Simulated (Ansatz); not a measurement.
**Σ11 (332) boundary in bcc Mo: structure and resistance**

Wanted: what the Σ11 (332) boundary in bcc Mo costs an interconnect.

Calculated with Ansatz 0.2.0; Ansatz plane-wave DFT, r2SCAN, PAW files; relaxation of a bicrystal slab with its lowest layers held; PAW set soft_1, in the first sound run; inputs show where later runs differ.

Report form: the programs' logs are mostly left out.

### Step 1. The starting structure

The cell holds 28 atoms: 28 Mo. Its edges and angles: a = 4.451 Å, b = 5.219 Å, c = 29.786 Å, α = 90.0°, β = 90.0°, γ = 90.0°. It derives from Mo. built on the (3 3 2) plane; 2 overlapping atoms removed and the grains opened by 0 Å. Vacuum lies along c.

### Step 2. Relaxing the bicrystal

The boundary is built by mirroring the lower grain in the boundary plane and removing any atoms that overlap. A thin bicrystal slab is relaxed first, with the lowest layers held and the upper grain free to shift and open.

input.yaml reads:

```yaml
crystal:
  lattice:
    - [4.4505300808, 0.0, 0.0]
    - [0.0, 5.2187091076, 0.0]
    - [0.0, 0.0, 29.7863943232]
  atoms:
    - { symbol: Mo, position: [0.0, 0.2727272728, 0.167861875] }
    - { symbol: Mo, position: [0.5, 1.0e-10, 0.1903870134] }
    - { symbol: Mo, position: [0.0, 0.7272727273, 0.2129121518] }
    - { symbol: Mo, position: [0.5, 0.4545454546, 0.2354372902] }
    - { symbol: Mo, position: [0.0, 0.1818181819, 0.2579624286] }
    - { symbol: Mo, position: [0.5, 0.9090909091, 0.280487567] }
    - { symbol: Mo, position: [0.0, 0.6363636364, 0.3030127053] }
    - { symbol: Mo, position: [0.5, 0.3636363637, 0.3255378437] }
[... 16 atom lines left out ...]
    - { symbol: Mo, position: [0.5, 0.5454545455, 0.7309903348] }
    - { symbol: Mo, position: [0.0, 0.8181818183, 0.7535154732] }
    - { symbol: Mo, position: [0.5, 0.090909091, 0.7760406116] }
    - { symbol: Mo, position: [0.0, 0.3636363637, 0.79856575] }
kpoints:
  mp_grid: { grid: [5, 5, 1] }
hamiltonian:
  xc: r2scan
  pseudopotentials: { kind: paw, azcp: { folder: soft_1 } }
scf:
  occupations: { method: fermi_dirac, width: 0.1 }
relax:
  f_tol: 0.03
  max_steps: 80
  constraints: [{ sites: [0, 1, 2, 3, 4] }]
```

The run is started by

```
> ansatz run input.yaml --threads 4 --pin off --max-ram 15360MiB --backend cpu --events-out ev --progress --plain --runs-dir out
```

The job ended after 20 min (4 threads of Arm Neoverse V1, shared host; peak memory 4.9 GiB; 80 min of CPU time).

Relaxation path:

| step | energy less that of the first step (eV) | largest force component (eV/Å) |
| --- | --- | --- |
| 1 | 0.0000 | 2.1708 |
| 2 | -0.7180 | 0.6838 |
| 3 | -1.0802 | 0.2322 |
| 4 | -1.2466 | 0.2149 |
| 5 | -1.2791 | 0.2011 |
| 6 | -1.2985 | 0.0968 |
| 7 | -1.2977 | 0.1636 |
| 8 | -1.3008 | 0.0151 |
| 9 | -1.3023 | 0.0466 |
| 10 | -1.3033 | 0.0366 |
| 11 | -1.3040 | 0.0208 |

Relaxation step 7 was tried and not accepted.

The run keeps the 2 symmetry operations that it works with, so distortions that break them were not tested.

The atoms that moved most (Å):

| atom | dx | dy | dz | length |
| --- | --- | --- | --- | --- |
| Mo28 | 0.000 | -0.310 | -0.660 | 0.729 |
| Mo15 | 0.000 | -0.269 | -0.586 | 0.645 |
| Mo27 | 0.000 | -0.219 | -0.560 | 0.601 |
| Mo26 | 0.000 | -0.285 | -0.466 | 0.546 |
| Mo17 | 0.000 | -0.234 | -0.468 | 0.524 |
| Mo19 | 0.000 | -0.240 | -0.458 | 0.517 |
| Mo20 | 0.000 | -0.233 | -0.443 | 0.500 |
| Mo21 | 0.000 | -0.233 | -0.424 | 0.484 |

Final coordinates:

```cif
data_structure
_symmetry_space_group_name_H-M 'P 1'
_symmetry_Int_Tables_number 1
_cell_length_a 4.4505
_cell_length_b 5.2187
_cell_length_c 29.7864
_cell_angle_alpha 90.000
_cell_angle_beta 90.000
_cell_angle_gamma 90.000
_cell_volume 691.82
loop_
_atom_site_label
_atom_site_type_symbol
_atom_site_fract_x
_atom_site_fract_y
_atom_site_fract_z
_atom_site_occupancy
Mo1 Mo 0.00000 0.27273 0.16786 1
Mo2 Mo 0.50000 0.00000 0.19039 1
Mo3 Mo 0.00000 0.72727 0.21291 1
Mo4 Mo 0.50000 0.45455 0.23544 1
Mo5 Mo 0.00000 0.18182 0.25796 1
Mo6 Mo 0.50000 0.91150 0.27871 1
Mo7 Mo 0.00000 0.63628 0.30161 1
Mo8 Mo 0.50000 0.36425 0.32568 1
Mo9 Mo 0.00000 0.09344 0.34751 1
Mo10 Mo 0.50000 0.81846 0.37040 1
Mo11 Mo 0.00000 0.54337 0.39041 1
Mo12 Mo 0.50000 0.26633 0.42085 1
Mo13 Mo 0.00000 0.99530 0.43120 1
Mo14 Mo 0.00000 0.49649 0.47505 1
Mo15 Mo 0.50000 0.76665 0.48605 1
Mo16 Mo 0.00000 0.04354 0.51601 1
Mo17 Mo 0.50000 0.31875 0.53506 1
Mo18 Mo 0.00000 0.59163 0.55911 1
Mo19 Mo 0.50000 0.86312 0.58046 1
Mo20 Mo 0.00000 0.13709 0.60350 1
Mo21 Mo 0.50000 0.40991 0.62664 1
Mo22 Mo 0.00000 0.67990 0.64953 1
Mo23 Mo 0.50000 0.95807 0.67213 1
Mo24 Mo 0.00000 0.22500 0.69479 1
Mo25 Mo 0.50000 0.50452 0.71908 1
Mo26 Mo 0.00000 0.76356 0.73788 1
Mo27 Mo 0.50000 0.04896 0.75725 1
Mo28 Mo 0.00000 0.30428 0.77641 1
```

This step gave:

* free energy: -139081.1216 eV
* energy at zero smearing: -139080.7872 eV
* Fermi energy: 11.88 eV

The largest force component on a free atom ends at 0.021 eV/Å, under the tolerance of 0.03, after 11 steps.

### Step 3. Transmission across the boundary

Bulk layers of each grain are laid under and over the relaxed boundary, and a lead is named in the middle of each, away from the free faces. The mesh across the current, 14×12, is finer than the density's, because channels open and close sharply across the zone. Energies from -0.1 to 0.1 eV in steps of 0.05 eV are too few for the program's thermal sum, so it prints no conductance; for a metal the transmission near the Fermi level serves, at a fraction of the cost.

This step: Ansatz plane-wave DFT, r2SCAN, PAW files; ballistic transport by layer matching (Landauer), zero bias; boundary relaxed in a short slab, bulk layers laid on; PAW set soft_1 (Ansatz 0.2.0).

System of this step: Σ11 (332) boundary in bcc Mo. The cell holds 64 atoms: 64 Mo. Its edges and angles: a = 4.451 Å, b = 5.219 Å, c = 50.516 Å, α = 90.0°, β = 90.0°, γ = 90.0°. It derives from Mo. Regions: lower grain, 26 atoms (26 Mo); boundary, 17 atoms (17 Mo); upper grain, 21 atoms (21 Mo). Vacuum lies along c.

input.yaml reads:

```yaml
crystal:
  lattice:
    - [4.4505300808, 0.0, 0.0]
    - [0.0, 5.2187091076, 0.0]
    - [0.0, 0.0, 50.5158769844]
  atoms:
    - { symbol: Mo, position: [-17.0, 9.2727272729, 0.079183026] }
    - { symbol: Mo, position: [-16.5, 9.0000000002, 0.0924648434] }
    - { symbol: Mo, position: [-16.0, 8.7272727275, 0.1057466608] }
    - { symbol: Mo, position: [-15.5, 8.4545454547, 0.1190284782] }
    - { symbol: Mo, position: [-15.0, 8.181818182, 0.1323102956] }
    - { symbol: Mo, position: [-14.5, 7.9090909093, 0.145592113] }
    - { symbol: Mo, position: [-14.0, 7.6363636365, 0.1588739304] }
    - { symbol: Mo, position: [-13.5, 7.3636363638, 0.1721557479] }
[... 52 atom lines left out ...]
    - { symbol: Mo, position: [-13.5, 7.3190007362, 0.8809715218] }
    - { symbol: Mo, position: [-14.0, 7.591728009, 0.8942533392] }
    - { symbol: Mo, position: [-14.5, 7.8644552817, 0.9075351566] }
    - { symbol: Mo, position: [-15.0, 8.1371825544, 0.920816974] }
kpoints:
  mp_grid: { grid: [6, 5, 1] }
hamiltonian:
  xc: r2scan
  pseudopotentials: { kind: paw, azcp: { folder: soft_1 } }
scf:
  occupations: { method: fermi_dirac, width: 0.1 }
output:
  transmission:
    leads: [[14, 15], [52, 53]]
    kmesh: [14, 12]
    e_range: [-0.1, 0.1]
    de: 0.05
  write_potential: true
  write_density: true
  volumetric_format: npy
  elf: true
```

It took 36 min on 4 threads; peak memory 12 GiB.

Numbers from this step:

- free energy: -317915.4547 eV
- energy at zero smearing: -317914.7415 eV
- Fermi energy: 17.37 eV
- cell area: 23.23 Å²
- transmission per spin nearest the Fermi level: 1.729
- open channels per spin nearest the Fermi level: 3.679
- open channels per spin, upper lead: 3.702
- step of the lead's potential: 17.9 meV
- step of the upper lead's potential: 31.8 meV

Per spin. Transmission, zone mean against energy, zero at the Fermi level:

| energy (eV) | transmission, zone mean |
| --- | --- |
| -0.1000 | 1.73 |
| -0.0500 | 1.75 |
| 0.0000 | 1.73 |
| 0.0500 | 1.74 |
| 0.1000 | 1.75 |

Per spin. Open channels, zone mean against energy, zero at the Fermi level:

| energy (eV) | lead | upper lead |
| --- | --- | --- |
| -0.1000 | 3.52 | 3.55 |
| -0.0500 | 3.69 | 3.67 |
| 0.0000 | 3.68 | 3.70 |
| 0.0500 | 3.71 | 3.71 |
| 0.1000 | 3.79 | 3.79 |

Transmission over k1 and k2. At 0.0000 eV from the Fermi level.

Values, 12 rows by 14 columns:
```
2.22 1.77 1.68 1.14 0.37 1.41 1.63 1.57 1.63 1.41 0.37 1.14 1.68 1.77
2.34 2.10 1.38 0.94 0.59 1.14 1.61 1.60 1.61 1.14 0.59 0.94 1.38 2.10
1.96 1.01 0.87 1.38 0.90 0.96 2.06 1.99 2.06 0.96 0.90 1.38 0.87 1.01
2.73 2.56 3.04 1.67 1.72 2.06 2.09 1.69 2.09 2.06 1.72 1.67 3.04 2.56
3.30 2.93 3.03 1.94 2.00 2.11 2.23 2.65 2.23 2.11 2.00 1.94 3.03 2.93
3.87 3.16 2.90 1.61 1.01 1.77 2.94 2.80 2.94 1.77 1.01 1.61 2.90 3.16
3.30 2.93 3.03 1.94 2.00 2.11 2.23 2.65 2.23 2.11 2.00 1.94 3.03 2.93
2.73 2.56 3.04 1.67 1.72 2.06 2.09 1.69 2.09 2.06 1.72 1.67 3.04 2.56
1.96 1.01 0.87 1.38 0.90 0.96 2.06 1.99 2.06 0.96 0.90 1.38 0.87 1.01
2.34 2.10 1.38 0.94 0.59 1.14 1.61 1.60 1.61 1.14 0.59 0.94 1.38 2.10
2.22 1.77 1.68 1.14 0.37 1.41 1.63 1.57 1.63 1.41 0.37 1.14 1.68 1.77
0.03 0.10 1.12 1.05 0.01 1.25 1.52 1.56 1.52 1.25 0.01 1.05 1.12 0.10
```
Columns: k1 (b1) from -0.5 to 0.429; rows upwards: k2 (b2) from -0.5 to 0.417.

Open channels over k1 and k2. At 0.0000 eV from the Fermi level.

Ten even steps from '_' (1.00) to '@' (6.00):
```
******==::**%%%%%%**::==****
**%%**::====******====::**%%
**==========%%%%%%==========
****%%==::**********::==%%**
****%%**======%%======**%%**
@@@@%%==::**********::==%%@@
****%%**======%%======**%%**
****%%==::**********::==%%**
**==========%%%%%%==========
**%%**::====******====::**%%
******==::**%%%%%%**::==****
::::====__**@@@@@@**__====::
```
Columns: k1 (b1) from -0.5 to 0.429; rows upwards: k2 (b2) from -0.5 to 0.417.

ELF in the cb plane at fractional x = 0.000, with atoms of Mo within 0.2 Å of it. It is the smooth field of the valence electrons, not physical close to the nuclei.

Ten even steps from '0' (0.00) to '9' (0.72), each cell a mean:
```
54454235369996347968953369984453343100000000
53799744489598435899744323543455433211000000
44986963479897343366445533333322455432100000
44987963335874454233333245447763245542100000
43589844532343433454466324469998324442100000
54234434444444542353699854469689423442100000
55434444224537986444886984458998334431000000
32354378743449879633798973434675454311000000
75344598984359879633468844532245542100000000
99643696895436898445223444434554664210000000
59843489974442354344444444323545999631100000
89734335644554334332255369863448969941100000
77445422333323544686334498896458979831000000
33333355446642445989843597796444798410000000
```
Columns run along c (16.0 Å, from fractional 0.68 to 1.00 of the cell), rows up along b (5.2 Å). Atoms in or near the plane, at fractional coordinates: Mo at (0.71, 0.77), Mo at (0.73, 0.32), Mo at (0.76, 0.86), Mo at (0.79, 0.41), Mo at (0.81, 0.96), Mo at (0.84, 0.50), Mo at (0.87, 0.05), Mo at (0.89, 0.59), Mo at (0.92, 0.14).

Valence density in the cb plane at fractional x = 0.000, with atoms of Mo within 0.2 Å of it. It is the smooth field of the valence electrons, not physical close to the nuclei.

Ten even steps from '0' (0.0 e/Å³) to '9' (7.0 e/Å³), each cell a mean:
```
00011000026752002799410025631000000000000000
00256310038983001476300001100000000000000000
01499610026862000122100000000000000000000000
01489610012321000000000000002321000000000000
00145300000000000000012100015873000000000000
00011000000000110000257510027994000000000000
00000000000002553000389830015773000000000000
00000024310014996100379720001221000000000000
31000158841014996100134310000000000000000000
86200169951002553100000000000000111000000000
98300147630000110000000001100001564100000000
86200012210000000000000024420003897300000000
32100000000000000232100149951003897200000000
00000000001210001587310159961001343000000000
```
Columns run along c (16.0 Å, from fractional 0.68 to 1.00 of the cell), rows up along b (5.2 Å). Atoms in or near the plane, at fractional coordinates: Mo at (0.71, 0.77), Mo at (0.73, 0.32), Mo at (0.76, 0.86), Mo at (0.79, 0.41), Mo at (0.81, 0.96), Mo at (0.84, 0.50), Mo at (0.87, 0.05), Mo at (0.89, 0.59), Mo at (0.92, 0.14).

Electrostatic potential energy in the cb plane at fractional x = 0.000, with atoms of Mo within 0.2 Å of it. With pseudopotentials it is smooth inside the atoms' cores, unlike the true potential.

Ten even steps from '0' (-62 eV) to '9' (21 eV), each cell a mean:
```
99876799862126886100379852247999878999999999
98532479841004887312589986678999999999999999
97300268852025898756799999998889999999999999
97300268975457999988888999986457999999999999
98633589998888999999865689963114899999999999
99877889999998778998621368851003799999999999
99999987889985324798410158863115899999999999
88999854468973002688510258986557999999999999
56899620147873002699743579998889999999999999
12588620037985324799987889999998767899999999
00489731258998778899999987789986323689999999
02589875679999999888999863358984001589999999
45799998888899998644789730026884101589999999
88899999986568996201478730026997434799999999
```
Columns run along c (16.0 Å, from fractional 0.68 to 1.00 of the cell; values clipped at the 3rd and 97th percentile), rows up along b (5.2 Å). Atoms in or near the plane, at fractional coordinates: Mo at (0.71, 0.77), Mo at (0.73, 0.32), Mo at (0.76, 0.86), Mo at (0.79, 0.41), Mo at (0.81, 0.96), Mo at (0.84, 0.50), Mo at (0.87, 0.05), Mo at (0.89, 0.59), Mo at (0.92, 0.14).

Over the solved energies the transmission per spin lies between 1.73 and 1.75, out of 3.68 channels of the lead on average (up to 3.79). The log calls the step of a lead's potential too much.

### Step 4. Specific resistance

This step: Ansatz plane-wave DFT, r2SCAN, PAW files; ballistic transport by layer matching (Landauer), zero bias; specific resistance of the boundary; PAW set soft_1 (Ansatz 0.2.0).

Numbers from this step:

```yaml
area_resistance: 0.9084 fΩ m²
t_over_the_leads_mean_channel_count: 0.4727
```

Averaged over the energies near the Fermi level, 47.3 % of the channels pass, which makes 0.908 fΩ m².

By hand, with T and the leads' channels N averaged over the energies near the Fermi level: RA = A (h/2e²)(1/T − ½[1/N₁ + 1/N₂]) = 23.23×10⁻²⁰ m² × 12 906 Ω × (1/1.740 − ½[1/3.679 + 1/3.683]) = 0.908 fΩ m².

### Step 5. Single-crystal slab for reference

The free faces cost energy too. A single-crystal slab with the same faces and held layers is relaxed, so that they cancel.

This step: Ansatz plane-wave DFT, r2SCAN, PAW files; relaxation of a single-crystal slab with its lowest layers held; PAW set soft_1 (Ansatz 0.2.0).

System of this step: Mo slab, plane (3, 3, 2). The cell holds 29 atoms: 29 Mo. Cell: a = 4.451 Å, b = 5.219 Å, c = 29.786 Å, α = 90.0°, β = 90.0°, γ = 90.0°. It derives from Mo. Vacuum lies along c.

input.yaml reads:

```yaml
crystal:
  lattice:
    - [4.4505300808, 0.0, 0.0]
    - [0.0, 5.2187091076, 0.0]
    - [0.0, 0.0, 29.7863943232]
  atoms:
    - { symbol: Mo, position: [0.0, 0.6363636365, 0.167861875] }
    - { symbol: Mo, position: [0.5, 0.3636363638, 0.1903870134] }
    - { symbol: Mo, position: [0.0, 0.090909091, 0.2129121518] }
    - { symbol: Mo, position: [0.5, 0.8181818183, 0.2354372902] }
    - { symbol: Mo, position: [0.0, 0.5454545456, 0.2579624286] }
    - { symbol: Mo, position: [0.5, 0.2727272728, 0.280487567] }
    - { symbol: Mo, position: [0.0, 1.0e-10, 0.3030127053] }
    - { symbol: Mo, position: [0.5, 0.7272727274, 0.3255378437] }
[... 17 atom lines left out ...]
    - { symbol: Mo, position: [0.5, 0.8181818182, 0.7309903348] }
    - { symbol: Mo, position: [0.0, 0.5454545455, 0.7535154732] }
    - { symbol: Mo, position: [0.5, 0.2727272727, 0.7760406116] }
    - { symbol: Mo, position: [0.0, 0.0, 0.79856575] }
kpoints:
  mp_grid: { grid: [5, 5, 1] }
hamiltonian:
  xc: r2scan
  pseudopotentials: { kind: paw, azcp: { folder: soft_1 } }
scf:
  occupations: { method: fermi_dirac, width: 0.1 }
relax:
  f_tol: 0.03
  max_steps: 80
  constraints: [{ sites: [0, 1, 2, 3, 4] }]
```

Run time: 8.9 min. Hardware: 4 threads; peak memory 5.1 GiB; 35 min of CPU time.

The steps of the relaxation:

| step | energy less that of the first step (eV) | largest force component (eV/Å) |
| --- | --- | --- |
| 1 | 0.0000 | 2.2530 |
| 2 | -0.4618 | 0.3414 |
| 3 | -0.4861 | 0.1203 |
| 4 | -0.4895 | 0.0400 |
| 5 | -0.4897 | 0.0090 |

The atoms that moved most (Å):

| atom | dx | dy | dz | length |
| --- | --- | --- | --- | --- |
| Mo29 | 0.000 | 0.093 | -0.225 | 0.244 |
| Mo28 | 0.000 | 0.006 | -0.121 | 0.121 |
| Mo26 | 0.000 | 0.000 | 0.083 | 0.083 |
| Mo27 | 0.000 | 0.075 | -0.025 | 0.079 |
| Mo6 | 0.000 | 0.020 | -0.054 | 0.058 |
| Mo25 | 0.000 | 0.037 | 0.027 | 0.045 |
| Mo23 | 0.000 | 0.036 | 0.026 | 0.045 |
| Mo19 | 0.000 | 0.034 | -0.002 | 0.034 |

The relaxed structure:

```xyz
29
Lattice="4.4505 0.0000 0.0000 0.0000 5.2187 0.0000 0.0000 0.0000 29.7864" Properties=species:S:1:pos:R:3
Mo    0.0000    3.3210    5.0000
Mo    2.2253    1.8977    5.6709
Mo    0.0000    0.4744    6.3419
Mo    2.2253    4.2699    7.0128
Mo    0.0000    2.8466    7.6838
Mo    2.2253    1.4434    8.3007
Mo    0.0000   -0.0007    8.9973
Mo    2.2253    3.8077    9.6762
Mo    0.0000    2.3757   10.3652
Mo    2.2253    0.9571   11.0227
Mo    0.0000    4.7461   11.7001
Mo    2.2253    3.3348   12.3806
Mo    0.0000    1.9100   13.0453
Mo    2.2253    0.4867   13.7179
Mo    0.0000    4.2839   14.3922
Mo    2.2253    2.8617   15.0672
Mo    0.0000    1.4409   15.7337
Mo    2.2253    0.0140   16.3973
Mo    0.0000    3.8291   17.0748
Mo    2.2253    2.3942   17.7515
Mo    0.0000    0.9748   18.4020
Mo    2.2253    4.7586   19.1102
Mo    0.0000    3.3570   19.7872
Mo    2.2253    1.9013   20.4648
Mo    0.0000    0.5110   21.1293
Mo    2.2253    4.2700   21.8563
Mo    0.0000    2.9214   22.4194
Mo    2.2253    1.4290   22.9945
Mo    0.0000    0.0932   23.5609
```

This step gave:

| Quantity | Value |
| --- | --- |
| free energy | -144051.5874 eV |
| energy at zero smearing | -144051.2573 eV |
| Fermi energy | 12.49 eV |

The largest force component on a free atom ends at 0.0090 eV/Å, under the tolerance of 0.03, after 5 steps.

### Step 6. Bulk reference

The perfect crystal gives the energy per atom, for the atoms by which bicrystal and slab differ.

This step: Ansatz plane-wave DFT, r2SCAN, PAW files; bulk reference; PAW set soft_1 (Ansatz 0.2.0).

System of this step: Mo. It takes space group Im-3m (No. 229, cubic). The conventional cell has a = 3.147 Å, b = 3.147 Å, c = 3.147 Å, α = 90.00°, β = 90.00°, γ = 90.00°. Mo has 8 Mo at 2.73 Å nearest.

input.yaml, the sections that differ from step 5:

```yaml
crystal:
  lattice:
    - [-1.5735, 1.5735, 1.5735]
    - [1.5735, -1.5735, 1.5735]
    - [1.5735, 1.5735, -1.5735]
  atoms:
    - { symbol: Mo, position: [0.0, 0.0, 0.0] }
kpoints:
  mp_grid: { grid: [19, 19, 19] }
# hamiltonian, scf: as in step 5
# relax: removed
```

It took 1.4 s on 4 threads; peak memory 0.33 GiB; 4.8 s of CPU time.

This step gave:

```
free energy             : -4967.6349 eV
energy at zero smearing : -4967.6254 eV
Fermi energy            : 21.11 eV
```

### Step 7. Boundary energy

This step: Ansatz plane-wave DFT, r2SCAN, PAW files; bicrystal less single-crystal slab less bulk atoms, a boundary area; PAW set soft_1 (Ansatz 0.2.0).

Numbers from this step:

| Quantity | Value |
| --- | --- |
| excess energy of the cell | 2.845 eV |
| boundary energy | 1.962 J/m² |

The boundary costs 2.0 J/m².

By hand: 2.84 eV / 23.23 Å² × 16.02 = 1.96 J/m².

### Step 8. Outcome

| Quantity | Value |
| --- | --- |
| specific resistance of the boundary | 0.908 fΩ m² |
| share of channels that pass | 0.473 |
| boundary energy | 1.96 J/m² |

In words: The boundary has a specific resistance of 0.91 fΩ m² and an energy of 2.0 J/m². The boundary reflects 53 % of the channels; 0.91 fΩ m² is 9.1×10⁻¹² Ω·cm². That equals the resistance of 16 nm of bulk Mo at 300 K (measured 5.52 µΩ cm, CRC Handbook of Chemistry and Physics, 84th ed., 2003, Electrical Resistivity of Pure Metals). One starting structure was relaxed; another shift or atom count at the boundary may lie lower. A lead's potential steps by up to 32 meV from period to period, which the log calls too much, so longer leads could move the result.

[Logs are printed without paths, hosts, clocks, repeated set-up lines and the standing remarks that a program may print on its own settings, such as how far it seeks lower states.]

[Hosts, paths, dates, database ids (printed as entryN), source tags and the programs' standing remarks are cut or masked in the printed files.]
